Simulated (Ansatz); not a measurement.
# Be (P6_3/mmc, 2 atoms in the cell): Grüneisen parameters, part 2 of 2

Does Be (P6_3/mmc, 2 atoms in the cell) expand much on heating, by its phonons?

Ansatz 0.2.0; DFT LDA, scalar-relativistic, plane waves, PAW; PAW set soft_1.

So far, highest frequency on the path or at a solved wavevector (cm⁻¹): step 2 (the dispersion) 715; step 4 (phonons at the other volume, volume ratio 0.97) 745; step 6 (phonons at the other volume, volume ratio 1.03) 687.

**7. Grüneisen parameters (continued)**

Phonon branches along the path, in cm⁻¹:

```
    point  branch 1  branch 2  branch 3  branch 4  branch 5  branch 6
        Γ         0         0         0       478       478       715
  halfway       306       312       457       535       549       673
        M       419       442       599       601       620       627
  halfway       448       464       562       581       607       652
        K       517       517       523       523       565       670
  halfway       321       340       476       567       590       660
        Γ         0         0         0       478       478       715
  halfway       210       210       297       459       459       657
        A       371       371       371       371       519       519
  halfway       419       419       431       431       634       634
        L       512       512       536       536       674       674
  halfway       462       462       589       589       675       675
        H       440       440       612       612       670       670
  halfway       421       421       493       493       645       645
        A       371       371       371       371       519       519
jump to L       512       512       536       536       674       674
  halfway       448       499       572       583       632       657
        M       419       442       599       601       620       627
jump to H       440       440       612       612       670       670
  halfway       465       465       573       617       617       646
        K       517       517       523       523       565       670
```

The same for volume x 0.97:

```
point  branch 1  branch 2  branch 3  branch 4  branch 5  branch 6
    Γ         0         0         0       490       490       744
    M       431       456       621       624       647       656
    K       538       538       542       542       588       697
    Γ         0         0         0       490       490       744
    A       379       379       379       379       540       540
    L       529       529       553       553       703       703
    H       455       455       636       636       695       695
    A       379       379       379       379       540       540
    L       529       529       553       553       703       703
    M       431       456       621       624       647       656
    H       455       455       636       636       695       695
    K       538       538       542       542       588       697
```

The same for volume x 1.03:

```
point  branch 1  branch 2  branch 3  branch 4  branch 5  branch 6
    Γ         0         0         0       467       467       687
    M       408       428       578       579       594       600
    K       496       496       504       504       544       645
    Γ         0         0         0       467       467       687
    A       363       363       363       363       499       499
    L       495       495       519       519       647       647
    H       426       426       589       589       647       647
    A       363       363       363       363       499       499
    L       495       495       519       519       647       647
    M       408       428       578       579       594       600
    H       426       426       589       589       647       647
    K       496       496       504       504       544       645
```

Mode Grueneisen parameter -dln(w)/dln(V), modes matched by rank; at Γ the acoustic branches take the value of a neighbouring point of the path. The mode Grüneisen parameters at the labelled points ():

```
    point  branch 1  branch 2  branch 3  branch 4  branch 5  branch 6
        Γ      0.80      0.75      1.30      0.78      0.78      1.34
  halfway      0.79      0.94      1.27      1.04      1.29      1.32
        M      0.95      1.07      1.18      1.25      1.43      1.51
  halfway      1.14      1.13      1.38      1.24      1.38      1.32
        K      1.36      1.36      1.20      1.20      1.31      1.28
  halfway      1.21      1.02      1.06      1.32      1.19      1.29
        Γ      0.80      0.75      1.27      0.78      0.78      1.34
  halfway      0.61      0.61      1.21      0.78      0.78      1.34
        A      0.72      0.72      0.72      0.72      1.32      1.32
  halfway      1.06      1.06      1.29      1.29      1.13      1.13
        L      1.12      1.12      1.08      1.08      1.37      1.37
  halfway      1.10      1.10      1.19      1.19      1.29      1.29
        H      1.12      1.12      1.30      1.30      1.19      1.19
  halfway      1.05      1.05      1.22      1.22      1.17      1.17
        A      0.72      0.72      0.72      0.72      1.32      1.32
jump to L      1.12      1.12      1.08      1.08      1.37      1.37
  halfway      1.01      0.97      1.17      1.21      1.44      1.44
        M      0.95      1.07      1.18      1.25      1.43      1.51
jump to H      1.12      1.12      1.30      1.30      1.19      1.19
  halfway      1.18      1.18      1.30      1.21      1.21      1.29
        K      1.36      1.36      1.20      1.20      1.31      1.28
```

(dS/dlnV)/C_V. Table of thermodynamic Grueneisen parameter by temperature:

```
temperature (K)  thermodynamic Grueneisen parameter
             50                               0.917
            100                                1.03
            150                                1.10
            200                                1.12
            250                                1.14
            300                                1.15
            350                                1.15
            400                                1.16
            450                                1.16
            500                                1.16
            550                                1.16
            600                                1.16
            650                                1.16
            700                                1.16
            750                                1.16
            800                                1.17
            850                                1.17
            900                                1.17
            950                                1.17
           1000                                1.17
```

Gamma C_V/(B V) at the static volume. Table of volume expansion by temperature:

```
temperature (K)  volume expansion (1e-6/K)
             50                       0.17
            100                       2.62
            150                       9.33
            200                       17.2
            250                       24.0
            300                       29.3
            350                       33.2
            400                       36.2
            450                       38.4
            500                       40.1
            550                       41.5
            600                       42.5
            650                       43.4
            700                       44.1
            750                       44.7
            800                       45.1
            850                       45.5
            900                       45.9
            950                       46.2
           1000                       46.4
```

**8. Outcome**

```
bulk modulus                               : 131 GPa
thermodynamic Grüneisen parameter at 300 K : 1.148
volume expansion at 300 K, estimated       : 29.26 × 10⁻⁶ K⁻¹
```

By this estimate the volume grows by 29.3 × 10⁻⁶ per kelvin at 300 K. The highest optical mode at Γ goes from 745 to 687 cm⁻¹ as the cell grows, a Grüneisen parameter of 1.34. Mode parameters on the path run from 0.57 to 1.5, with a median of 1.2. Branches are matched by rank, so values near crossings are rough. The expansion is the Grüneisen estimate at the static volume, with the static bulk modulus. With no gap, or one that is small against the smearing, the frequencies hang on the k mesh and the smearing, most of all near Kohn anomalies. The PAW files were made for PBE and serve the other functionals too.

[Logs are printed without paths, hosts, clocks, repeated set-up lines and the standing remarks that a program may print on its own settings, such as how far it seeks lower states.]

[Hosts, paths, dates, database ids (printed as entryN), source tags and the programs' standing remarks are cut or masked in the printed files.]
